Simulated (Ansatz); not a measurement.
# KF (Carobbiite, Fm-3m): phonons and vibrational spectra, part 3 of 3

How does KF (Carobbiite, Fm-3m) vibrate, and is this structure a minimum?

Ansatz 0.2.0; DFT LDA, scalar-relativistic, plane waves, PAW; PAW set soft_1.

So far. Step 4 (Relaxing to small forces for the phonons): The forces vanish by symmetry and the pressure is 0.001 GPa, within the tolerances set. The cell now holds 17.19 Å³/atom. Step 5 (Modes at Γ): Before it was imposed, the acoustic sum rule was missed by 4.5e-5 eV/Å² and the charge sum rule by 1.3e-6 e. Small misses are needed for a sound result but don't prove that mesh and cutoff are converged. The lowest optical mode is real, 211 cm⁻¹. The relaxed cell has a = 5.162 Å (conventional setting).

### Step 6. Phonons on a q mesh (continued)

Interpolated from a 4×4×4 q mesh, with the LO-TO term (at Γ the limit along the path; where Γ stands inside the path, tables give the limit on arrival). The phonon branches at the labelled points (cm⁻¹):

```csv
point,branch 1,branch 2,branch 3,branch 4,branch 5,branch 6
Γ,0,0,0,211,211,339
halfway,63,63,161,215,215,278
X,87,87,170,218,218,228
halfway,94,109,166,215,222,227
U,111,151,152,208,225,230
jump to K,111,151,152,208,225,230
halfway,79,112,150,195,218,297
Γ,0,0,0,211,211,339
halfway,86,86,127,204,204,318
L,129,129,193,193,210,275
halfway,127,137,179,202,215,251
W,136,136,152,215,223,223
halfway,104,121,161,218,220,227
X,87,87,170,218,218,228
```

The phonon branches as a text plot (rows in cm⁻¹):

```
    332 |***                        ********
    318 |   *                    ***        *
    304 |    **                 *            **
    290 |                                      *
    275 |      *               *                ****
    261 |       *            **                     **
    247 |                   *                         **
    233 |        ***********                            *    ****
    219 |  **************************                ************
    205 |**              ***     ************** *********
    191 |        ***        *****              *******
    177 |       *   **     * ***              *       **        *
    162 |      *      ****                              *    ***
    148 |                **     *            *           ****
    134 |    **            ****             *    *************
    120 |               *  **  * *             **    **     *
    106 |   *          ****  ** *          * **              **
     92 |           ****       * ***        *                 ***
     78 |  *    ****            * **      **
     64 |      *                 *  *
     49 |    **                   ***    **
     35 | ***                       **   *
     21 | *                          *  *
      7 |*                            **
         Γ           X  U|K            Γ         L        W     X
```

Tetrahedra on a 24×24×24 mesh, mean over bins of 5 cm-1. Interpolated from a 4×4×4 q mesh. The phonon density of states by wavenumber; read off at these points:

wavenumber (cm⁻¹), phonon density of states (1/cm⁻¹/cell) and a bar:
```
        2     0.0000 
       12     0.0001 
       22     0.0006 
       28     0.0009 
       38     0.0018 #
       48     0.0032 #
       58     0.0051 ##
       68     0.0077 ##
       72     0.0093 ###
       82     0.0141 ####
       92     0.0213 #######
      102     0.0244 ########
      112     0.0285 #########
      122     0.0382 ############
      128     0.0464 ###############
      138     0.0329 ##########
      148     0.0089 ###
      158     0.0151 #####
      168     0.0269 #########
      172     0.0384 ############
      182     0.0199 ######
      192     0.0162 #####
      202     0.0535 #################
      212     0.0947 ##############################
      218     0.0852 ###########################
      228     0.0231 #######
      238     0.0149 #####
      248     0.0126 ####
      258     0.0116 ####
      268     0.0111 ####
      272     0.0110 ###
      282     0.0078 ##
      292     0.0063 ##
      302     0.0052 ##
      312     0.0042 #
      318     0.0037 #
      328     0.0026 #
      338     0.0007
```

Phonopy on the run's constants, 19x19x19 mesh, Gaussian sigma 2.6 cm-1. Interpolated from a 4×4×4 q mesh. The partial phonon density of states by wavenumber; read off at these points; values in 1/cm⁻¹/cell:

```csv
wavenumber (cm⁻¹),F,K
-10.0,0,0
0.0,2.0e-5,4.0e-5
10.0,1.3e-5,2.0e-5
20.0,1.9e-4,4.0e-4
30.0,4.5e-4,9.5e-4
40.0,6.1e-4,0.00131
50.0,0.00101,0.00222
60.0,0.00162,0.00361
70.0,0.00264,0.00609
80.0,0.00412,0.00970
90.0,0.00600,0.0145
100.0,0.00666,0.0181
110.0,0.00629,0.0207
120.0,0.00653,0.0290
130.0,0.00434,0.0383
140.0,0.00394,0.0219
150.0,0.00185,0.00716
160.0,0.00408,0.0125
170.0,0.00811,0.0243
180.0,0.00572,0.0173
190.0,0.00915,0.00499
200.0,0.0399,0.00884
210.0,0.0553,0.0241
214.6,0.0645,0.0290
220.0,0.0444,0.0203
230.0,0.0175,0.00337
240.0,0.0134,9.9e-4
250.0,0.0119,9.0e-4
260.0,0.0106,0.00110
270.0,0.00945,0.00128
280.0,0.00701,0.00145
290.0,0.00559,0.00158
300.0,0.00473,0.00161
310.0,0.00350,0.00134
320.0,0.00236,0.00100
330.0,0.00159,7.3e-4
340.0,2.2e-4,1.0e-4
350.0,0,0
```

Second derivatives of the energy by pair, one row for each kind of neighbour of each atom listed. Each entry sums the pair over the periodic images of the supercell that the q mesh stands for, and in a polar crystal it holds the long-range dipole part too. Force constants by pair, by row:

```csv
atom,neighbour,distance (Å),third of the trace (eV/Å²),along the pair's line (eV/Å²)
K1,itself,0,3.627,–
K1,F,2.581,-0.5015,-0.9073
K1,K,3.65,-0.0505,-0.5292
K1,F,4.47,0.0036,0.1892
K1,K,5.162,-0.0306,-0.1685
K1,F,5.771,0.0185,0.117
K1,K,6.322,-0.0155,-0.0828
K1,K,7.3,-0.0191,-0.098
F2,itself,0,3.132,–
F2,K,2.581,-0.5015,-0.9073
F2,F,3.65,0.0093,-0.3074
F2,K,4.47,0.0036,0.1892
F2,F,5.162,-0.0783,-0.2792
F2,K,5.771,0.0185,0.117
F2,F,6.322,-0.0116,-0.0729
F2,F,7.3,-0.0154,-0.0916
```

Harmonic thermodynamic functions per atom, from the density of states. Interpolated from a 4×4×4 q mesh. Thermodynamic functions, by row:

```csv
T (K),F_vib (meV/atom),S (J/mol-atom/K),C_V (J/mol-atom/K)
0,33.07,0,0
50,32.75,2.293,5.679
100,29.81,9.348,14.92
200,13.03,22.3,21.58
300,-15.07,31.44,23.35
400,-51.35,38.27,24.02
500,-93.9,43.66,24.35
600,-141.5,48.12,24.53
700,-193.4,51.91,24.64
800,-249,55.21,24.71
900,-307.7,58.12,24.76
1000,-369.3,60.73,24.79
```

Harmonic mean-square displacement, third of the trace. Interpolated from a 4×4×4 q mesh. Mean square displacements, by row:

```csv
T (K),K1 U_eq (Å²),F2 U_eq (Å²)
0,0.00331,0.00488
100,0.00533,0.00667
300,0.01345,0.01512
600,0.02639,0.02919
```

Symmetry leaves 8 wavevectors to solve. The lowest mode among them, the acoustic zeros apart, lies at q = (0, 0.25, 0.25) and is real, 62.7 cm⁻¹.

### Step 7. What came out

```
space group after relaxation (within 0.01 Å)            : Fm-3m
volume per atom                                         : 17.2 Å³
gap on the k-mesh                                       : 6.37 eV
highest optical mode at the zone centre (no LO-TO term) : 211 cm⁻¹
top of the zone-centre spectrum with the field          : 339 cm⁻¹
lowest optical zone-centre mode                         : 211 cm⁻¹
mean high-frequency dielectric constant                 : 2.10
mean static dielectric constant                         : 5.43
largest Born charge (third of the trace)                : 1.15 e
lowest mode on the q mesh (acoustic modes at Γ apart)   : 62.7 cm⁻¹
highest frequency on the path or at a solved wavevector : 339 cm⁻¹
zero-point energy per atom                              : 33.1 meV
heat capacity at 300 K                                  : 23.3 J/(mol atoms K)
vibrational entropy at 300 K                            : 31.4 J/(mol atoms K)
Debye temperature (second moment)                       : 349 K
imaginary modes on the 4×4×4 q mesh                     : none
```

What this shows: The structure is a minimum as far as tested: no mode is imaginary at the 8 irreducible wavevectors of the 4×4×4 mesh, and the softest away from the acoustic zeros lies at 63 cm⁻¹. Without the field, the optical modes at Γ form one degenerate level at 211 cm⁻¹. The highest mode in this list at Γ, 210.7 cm⁻¹, has its largest share on F (67 % of the kinetic energy). With the macroscopic field of the longitudinal modes the top of the zone-centre spectrum lies at 339 cm⁻¹, against 211 cm⁻¹ without it. Lattice motion raises the mean dielectric constant from 2.097 to 5.430. The strongest infrared line is at 211 cm⁻¹. No mode is Raman active to first order. The PAW files were made for PBE and serve the other functionals too. These are harmonic frequencies at zero temperature: anharmonic shifts, linewidths and thermal expansion are left out.

[Logs are printed without paths, hosts, clocks, repeated set-up lines and the standing remarks that a program may print on its own settings, such as how far it seeks lower states.]

[Hosts, paths, dates, database ids (printed as entryN), source tags and the programs' standing remarks are cut or masked in the printed files.]
